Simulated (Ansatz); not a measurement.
# LiLaSO (P4/nmm):V_Li, thermodynamic levels from a 64-atom cell

Aim: at which Fermi levels does V_Li in LiLaSO (P4/nmm) change its charge? The model is a cell of 64 host atoms with 1 Li taken out.

Main program and level: Ansatz 0.2.0; place-levels on PBEsol runs: charge-transition levels and formation energies with image-charge correction and potential alignment at the atomic sites.

Most raw output is cut from this account.

## Step 1: The starting structure

The cell holds 63 atoms: 15 Li, 16 La, 16 S and 16 O. Cell: a = 11.242 Å, b = 11.242 Å, c = 8.634 Å, α = 90.0°, β = 90.0°, γ = 90.0°. It derives from LiLaSO (space group P4/nmm). Nearest the centre at fractional (0.500, 0.500, 0.500): S12 at 2.43 Å, S26 at 2.43 Å, S58 at 2.43 Å, S41 at 2.43 Å, Li33 at 2.81 Å, Li49 at 2.81 Å, Li18 at 2.81 Å, Li50 at 2.81 Å.

As a file:

```xyz
63
Lattice="7.9492 7.9492 0.0000 -7.9492 7.9492 0.0000 0.0000 0.0000 8.6338" Properties=species:S:1:pos:R:3 pbc="T T T"
Li   -1.9873    1.9873    4.3169
Li    1.9873    1.9873    4.3169
Li    0.0000    0.0000    4.3169
Li    0.0000    3.9746    4.3169
La    0.0000    1.9873    7.3905
La    0.0000    5.9619    7.3905
La   -1.9873    3.9746    1.2434
La    1.9873    3.9746    1.2434
S    -1.9873    3.9746    5.7232
S     1.9873    3.9746    5.7232
S     0.0000    1.9873    2.9106
S     0.0000    5.9619    2.9106
O     0.0000    0.0000    0.0000
O     0.0000    3.9746    0.0000
O    -1.9873    1.9873    0.0000
O     1.9873    1.9873    0.0000
Li   -5.9619    5.9619    4.3169
Li   -1.9873    5.9619    4.3169
Li   -3.9746    3.9746    4.3169
Li   -3.9746    7.9492    4.3169
La   -3.9746    5.9619    7.3905
La   -3.9746    9.9365    7.3905
La   -5.9619    7.9492    1.2434
La   -1.9873    7.9492    1.2434
S    -5.9619    7.9492    5.7232
S    -1.9873    7.9492    5.7232
S    -3.9746    5.9619    2.9106
S    -3.9746    9.9365    2.9106
O    -3.9746    3.9746    0.0000
O    -3.9746    7.9492    0.0000
O    -5.9619    5.9619    0.0000
O    -1.9873    5.9619    0.0000
Li    1.9873    5.9619    4.3169
Li    5.9619    5.9619    4.3169
Li    3.9746    3.9746    4.3169
Li    3.9746    7.9492    4.3169
La    3.9746    5.9619    7.3905
La    3.9746    9.9365    7.3905
La    1.9873    7.9492    1.2434
La    5.9619    7.9492    1.2434
S     1.9873    7.9492    5.7232
S     5.9619    7.9492    5.7232
S     3.9746    5.9619    2.9106
S     3.9746    9.9365    2.9106
O     3.9746    3.9746    0.0000
O     3.9746    7.9492    0.0000
O     1.9873    5.9619    0.0000
O     5.9619    5.9619    0.0000
Li   -1.9873    9.9365    4.3169
Li    1.9873    9.9365    4.3169
Li    0.0000   11.9238    4.3169
La    0.0000    9.9365    7.3905
La    0.0000   13.9111    7.3905
La   -1.9873   11.9238    1.2434
La    1.9873   11.9238    1.2434
S    -1.9873   11.9238    5.7232
S     1.9873   11.9238    5.7232
S     0.0000    9.9365    2.9106
S     0.0000   13.9111    2.9106
O     0.0000    7.9492    0.0000
O     0.0000   11.9238    0.0000
O    -1.9873    9.9365    0.0000
O     1.9873    9.9365    0.0000
```

Screening for the image-charge correction: ε∞ = (5.41, 5.41, 5.12), ε0 = (20.61, 20.61, 13.45), from a response run on this crystal (DFPT, PBEsol) at that run's own cell.

The cell's shortest repeat is 8.6 Å.

## Step 2: The runs of each charge state

A transition level is the Fermi level at which two charge states cost the same, so each charge needs its own total energy, at its own relaxed structure.

Each atom starts 0.05 Å or so off its site in a random direction: a symmetric start keeps its symmetry, and would miss off-centre moves and Jahn–Teller distortions. Forces are taken at one point at (¼, ¼, ¼). The cell holds 1 electron more than the neutral one, with a uniform background that keeps it neutral on the whole.

The sampling was tested on the host first: at the k-points planned (1x1x1 shifted 0.25 0.25 0.25) its energy lies 0.000 eV an atom from the dense-mesh value, under the bound of 0.02 eV set for this test; that bounds the host's error, not the defect's.

One state's input; the others differ in charge, spin, start and seed, and in occupations where the table says so.

qm1.relax/input.yaml reads:

```yaml
crystal:
  lattice:
    - [3.9745914, 3.9745914, 0.0]
    - [-3.9745914, 3.9745914, 0.0]
    - [0.0, 0.0, 8.63382131]
  atoms:
    - { symbol: Li, position: [0.0, 0.5, 0.5] }
    - { symbol: Li, position: [0.5, 0.0, 0.5] }
    - { symbol: Li, position: [0.0, 0.0, 0.5] }
    - { symbol: Li, position: [0.5, 0.5, 0.5] }
    - { symbol: La, position: [0.25, 0.25, 0.85598973] }
    - { symbol: La, position: [0.75, 0.75, 0.85598973] }
    - { symbol: La, position: [0.25, 0.75, 0.14401027] }
    - { symbol: La, position: [0.75, 0.25, 0.14401027] }
    - { symbol: S, position: [0.25, 0.75, 0.66288714] }
    - { symbol: S, position: [0.75, 0.25, 0.66288714] }
    - { symbol: S, position: [0.25, 0.25, 0.33711286] }
    - { symbol: S, position: [0.75, 0.75, 0.33711286] }
    - { symbol: O, position: [0.0, 0.0, 0.0] }
    - { symbol: O, position: [0.5, 0.5, 0.0] }
    - { symbol: O, position: [0.0, 0.5, 0.0] }
    - { symbol: O, position: [0.5, 0.0, 0.0] }
  supercell: [2, 2, 1]
  defects: [{ vacancy: 50 }]
total_charge: -1
basis:
  ecutwfc: 420
  xc_grid: 2
hamiltonian:
  xc: pbesol
kpoints:
  mp_grid: { grid: [1, 1, 1], shift: [0.25, 0.25, 0.25] }
scf:
  occupations: { method: fixed }
  max_iter: 60
output:
  forces: true
  charged_corrections:
    epsilon: [5.41, 5.41, 5.12]
    static_epsilon: [20.61, 20.61, 13.45]
relax:
  f_tol: 0.02
  max_steps: 80
  random_displacement: { amplitude: 0.05, seed: 5786 }
checkpoint:
  write: "../qm1.relax.run"
  compress: false
  write_wavefunctions: true
  write_every: 100000
```

The run is started by

```console
$ ansatz run input.yaml --threads 4 --pin off --max-ram 7536MiB --backend cpu --events-out ev --progress --plain --runs-dir out
```

Defect states can disperse in a cell of this size, so the energy is taken again at a 2×2×2 shifted mesh, on the relaxed structure.

The run of this state that the levels use, under PBEsol:

qm1.point/input.yaml reads:

```yaml
crystal:
  checkpoint: "../qm1.relax.run"
  host: checkpoint
total_charge: -1
basis:
  ecutwfc: 420
  xc_grid: 2
hamiltonian:
  xc: pbesol
kpoints:
  mp_grid: { grid: [2, 2, 2], shift: [0.5, 0.5, 0.5] }
scf:
  occupations: { method: fermi_dirac, width: 0.01 }
  max_iter: 60
output:
  forces: true
  eigenvalues: true
  charged_corrections:
    epsilon: [5.41, 5.41, 5.12]
    static_epsilon: [20.61, 20.61, 13.45]
    defect_position: [0.5, 0.5, 0.5]
  eigenstates: { localisation: true }
  populations: true
  band_densities: [{ bands: [v1, v1] }, { bands: [c1, c1] }]
  write_density: true
  write_potential: true
  volumetric_format: npy
  elf: true
checkpoint:
  read: "../qm1.relax.run"
  write: "../qm1.point.run"
  compress: false
  write_wavefunctions: false
  write_every: 100000
```

Relaxations under PBEsol at one point at (¼, ¼, ¼); times on 4 threads of Arm Neoverse V2, shared host:

```
charge  moment (μB)  occupations        outcome  steps  largest displacement against the far atoms (Å)     time
    −1            0        fixed      converged      6                                            0.14     72 s
     0            1        fixed      converged      7                                            0.16    4 min
    +1            0        fixed  not converged      -                                               -     40 s
    +1            0  fermi-dirac      converged      7                                            0.13  1.7 min
    +1            2        fixed      converged      6                                            0.13  3.3 min
```

Single points under PBEsol at a 2×2×2 shifted mesh; times on 4 threads of Arm Neoverse V2, shared host:

```
charge  moment (μB)  occupations    outcome     time
    −1            0  fermi-dirac  converged  1.7 min
     0            1  fermi-dirac  converged  4.2 min
    +1            0  fermi-dirac  converged  1.9 min
    +1            2  fermi-dirac  converged  4.4 min
```

Distances (Å) from the ideal centre to the nearest atoms after relaxation with PBEsol:

```
charge  moment (μB)      1.      2.      3.      4.       5.       6.
    −1            0  S 2.56  S 2.56  S 2.56  S 2.56  Li 2.67  Li 2.67
     0            1  S 2.52  S 2.54  S 2.55  S 2.56  Li 2.65  Li 2.68
    +1            0  S 2.52  S 2.54  S 2.54  S 2.54  Li 2.68  Li 2.69
    +1            2  S 2.51  S 2.52  S 2.53  S 2.55  Li 2.69  Li 2.69
```

## Step 3: place-levels, PBEsol

A charged cell interacts with its images and the background, and its potential has another zero than the host's. place-levels removes the first by a point-charge model, screened by the static dielectric constant since the ions have relaxed around the charge, and the second by comparing potentials at atoms far from the defect.

The host is a run of the defect-free crystal in the same cutoffs, grids and k-points, so that basis and sampling errors cancel in part in the differences. Its band edges come from a run of the primitive cell that searches the zone for them. The host is run in a cell of 16 atoms on a matching mesh. Chemical potentials are energies per atom of Li (bcc), run with the same functional and cutoff.

levels.point.yaml reads:

```yaml
host:
  run: host.point.run
  levels_from: { run: edges.point.run }
states: [qm1.point.run, q0_M1.point.run, qp1.point.run, qp1_M2.point.run]
geometry_from:
  qm1.point.run: qm1.relax.run
  q0_M1.point.run: q0_M1.relax.run
  qp1.point.run: qp1.relax_smeared.run
  qp1_M2.point.run: qp1_M2.relax.run
  host.point.run: host.relax.run
chemical_potentials:
  Li:
    energy: -202.99658
    dataset: "<sha256 of the dataset>"
epsilon: [5.41, 5.41, 5.12]
static_epsilon: [20.61, 20.61, 13.45]
vertical:
  - { from: qm1.point.run, to: qm1.point_neutral.run }
  - { from: qp1.point.run, to: qp1.point_neutral.run }
  - { from: qp1_M2.point.run, to: qp1_M2.point_neutral.run }
```

The run is started by

```console
$ ansatz place-levels levels.point.yaml -- --threads 4 --pin off --max-ram 7536MiB
```

Elapsed: 0.4 s, on 4 threads of Arm Neoverse V2, shared host.

Under PBEsol the gap is 3.07 eV, (+1/0) 0.00 (with band filling), (0/−1) 0.04 eV.

Levels between the charges placed, in eV above the valence top:

```
        gap (eV)  (+1/0)  (0/−1)
PBEsol      3.07    0.00    0.04
```

Corrections by state:

```
charge  moment (μB)  image terms and alignment (eV)  band filling (eV)                                  ε used  over the lowest of its charge, as the program ranks them, band filling apart (eV)
    +1          2.0                          -0.047             -0.139  principal values (13.45, 20.61, 20.61)                                                                              0.000
     0          1.0                           0.000                  -                                       -                                                                              0.000
    −1          0.0                           0.186                  -  principal values (13.45, 20.61, 20.61)                                                                              0.000
    +1          0.0                          -0.050                  -  principal values (13.45, 20.61, 20.61)                                                                              0.010
```

The charged structures listed were also run neutral, and place-levels reads from each pair, by the potential or the spins, how wide the charge is by which they differ; that can be the carrier of either run.

```
charge  rms radius (Å)  spread where it is widest against the cell (Å)  wide from (Å)  reading
    +1             6.2                                            4.04           1.95     wide
    −1             5.9                                            3.86           1.95     wide
```

The neutral runs of these pairs need not share the spin of the lowest neutral state, and very wide values only mean spread over the cell.

From the program's caveats on the states, each cut to its opening words:

- charge +1 (2 μB): it parts from the run at its places by a charge that spreads by about 4 Å along one vector (1.9 Å or more is wide), by its potential at epsilon [5.41, 5.41, [...]
- charge +1 (2 μB): a band-filling correction moves a carrier to the host's band edge, which changes its energy by -0.139 eV
- charge 0 (1 μB): its displacements don't fall off away from the defect: farther atoms stand 0.016 Å off the host's places
- charge −1: it parts from the run at its places by a charge that spreads by about 3.9 Å along one vector (1.9 Å or more is wide), by its potential at epsilon [5.41, 5.41, [...]
- charge −1: its displacements don't fall off away from the defect: farther atoms stand 0.018 Å off the host's places
- charge +1: how wide its charge is, is not read beside other atoms or cores, and a band state would take no correction

Chemical potentials of the elements' reference phases, run alike. Formation energy by charge state (elemental references; gap 3.07 eV):

```
charge  at valence top (eV)  at conduction bottom (eV)  correction included (eV)
    +1                 3.40                       6.47                     -0.19
     0                 3.40                       3.40                      0.00
    −1                 3.44                       0.38                      0.19
```

(Fermi level (eV), lowest formation energy (eV)): (0.00, 3.40), (0.28, 3.16), (0.56, 2.89), (0.84, 2.61), (1.11, 2.33), (1.39, 2.05), (1.67, 1.77), (1.95, 1.49), (2.23, 1.21), (2.51, 0.93), (2.79, 0.65), (3.07, 0.38)

## Step 4: Levels against the band edges, r2SCAN

r2SCAN on the same structure is run to see how far the result rests on the functional, though not on the errors that semilocal functionals share; the sampling changes too, to one point at (¼, ¼, ¼), so differences hold both changes.

qm1.r2scan/input.yaml reads:

```yaml
crystal:
  checkpoint: "../qm1.relax.run"
  host: checkpoint
total_charge: -1
basis:
  ecutwfc: 500
  xc_grid: 2
hamiltonian:
  xc: r2scan
kpoints:
  mp_grid: { grid: [1, 1, 1], shift: [0.25, 0.25, 0.25] }
scf:
  occupations: { method: fermi_dirac, width: 0.01 }
  max_iter: 60
output:
  forces: true
  eigenvalues: true
  charged_corrections:
    epsilon: [5.41, 5.41, 5.12]
    static_epsilon: [20.61, 20.61, 13.45]
    defect_position: [0.5, 0.5, 0.5]
checkpoint:
  write: "../qm1.r2scan.run"
  compress: false
  write_wavefunctions: false
  write_every: 100000
```

It took 37 s on 4 threads; peak memory 2.6 GiB; 2.4 min of CPU time.

levels.r2scan.yaml reads:

```yaml
host:
  run: host.r2scan.run
  levels_from: { run: edges.r2scan.run }
states: [qm1.r2scan.run, q0_M1.r2scan.run, qp1.r2scan.run, qp1_M2.r2scan.run]
geometry_from:
  qm1.r2scan.run: qm1.relax.run
  q0_M1.r2scan.run: q0_M1.relax.run
  qp1.r2scan.run: qp1.relax_smeared.run
  qp1_M2.r2scan.run: qp1_M2.relax.run
  host.r2scan.run: host.relax.run
chemical_potentials:
  Li:
    energy: -205.1324
    dataset: "<sha256 of the dataset>"
```

The run is started by

```console
$ ansatz place-levels levels.r2scan.yaml -- --threads 4 --pin off --max-ram 7536MiB
```

Run time: 0.23 s. Hardware: 4 threads.

Under r2SCAN the gap is 3.70 eV, (+1/0) -0.01 (outside the gap) (with band filling), (0/−1) 0.07 eV; the stage before (PBEsol, at other k-points) gave a gap of 3.07 eV and levels within 0.03 eV of these.

## Step 5: Another choice

The levels are placed again with one choice changed, to see how much they rest on it.

levels.try0.yaml is levels.point.yaml with these lines changed:

```diff
-static_epsilon: [20.61, 20.61, 13.45]
+static_epsilon: [5.41, 5.41, 5.12]
```

The run is started by

```console
$ ansatz place-levels levels.try0.yaml -- --threads 4 --pin off --max-ram 7536MiB
```

The change: the electronic dielectric constant for relaxed ions.

Levels in eV above the valence top; the changed ones are not the defect's:

```
           gap (eV)  (+1/0)  (0/−1)
  changed      3.07    0.00    0.22
as set up      3.07    0.00    0.04
```

The largest shift is 0.18 eV, band-filling terms included.

## Step 6: Cost and result

Levels between neighbouring charges, in eV above each run's own valence top:

```
                                        gap (eV)  (+1/0)  (0/−1)  CPU time a state at this stage (restarts are quicker than cold starts)
            PBEsol, 2×2×2 shifted mesh      3.07    0.00    0.04                                                                  11 min
r2SCAN on PBEsol structures, (¼, ¼, ¼)      3.70   -0.01    0.07                                                                 6.7 min
```

## Step 7: What came out

- gap of the host: 3.07 eV (PBEsol)
- level (plus 1/0): 0.00 eV below the valence top (-0.14 eV above the valence top without the band-filling term)
- level (0/minus 1): 0.04 eV above the valence top
- lowest of the charges placed, just above the valence top (0.02 eV): 0
- lowest of the charges placed, just below the conduction bottom (0.02 eV): −1
- lowest formation energy at mid-gap of the charges run, elemental references: 1.91 eV

What this shows: Of the charges placed (−1, 0 and +1), the lowest changes at 0.04 eV (0/−1) above the valence top, in a gap of 3.07 eV. (0/−1) lies nearer to a band edge than the share of the finite-size correction in it (0.19 eV), and that correction holds for a localised charge alone. (0/−1) lies 0.04 eV from a band edge, less than the doubt on such levels. Charges below −1 were not placed, so these runs say nothing of levels that involve them. States placed: +1 at 2 μB and 0 μB; 0 at 1 μB; −1 at 0 μB. Other spin states or structures, where not listed, weren't placed. The program finds carriers beyond a band edge of the host and adds a band-filling term at charge +1 (-0.14 eV); steps to such a charge show no bound level, and a defect level inside a band would be read the same way. Keep in mind: the images are only 8.6 Å apart; PBEsol makes the gap too small and tends to spread out bound carriers; where a gas molecule sets a chemical potential or the host's formation energy, its binding is uncorrected; spin–orbit coupling, which can matter with heavy atoms, is left out.

[Logs are printed without paths, hosts, clocks, repeated set-up lines and the standing remarks that a program may print on its own settings, such as how far it seeks lower states.]

[Hosts, paths, dates, database ids (printed as entryN), source tags and the programs' standing remarks are cut or masked in the printed files.]

[Where a table of states has a column of steps, it counts the stored structures, which are thinned; the runs took as many ionic steps or more.]

[A defect's name tells the site on which it was built; relaxed atoms can leave that site.]

[For some hosts the program warned that the k-mesh of the response run may be too coarse for force constants and the static dielectric constant; such warnings are not shown here.]
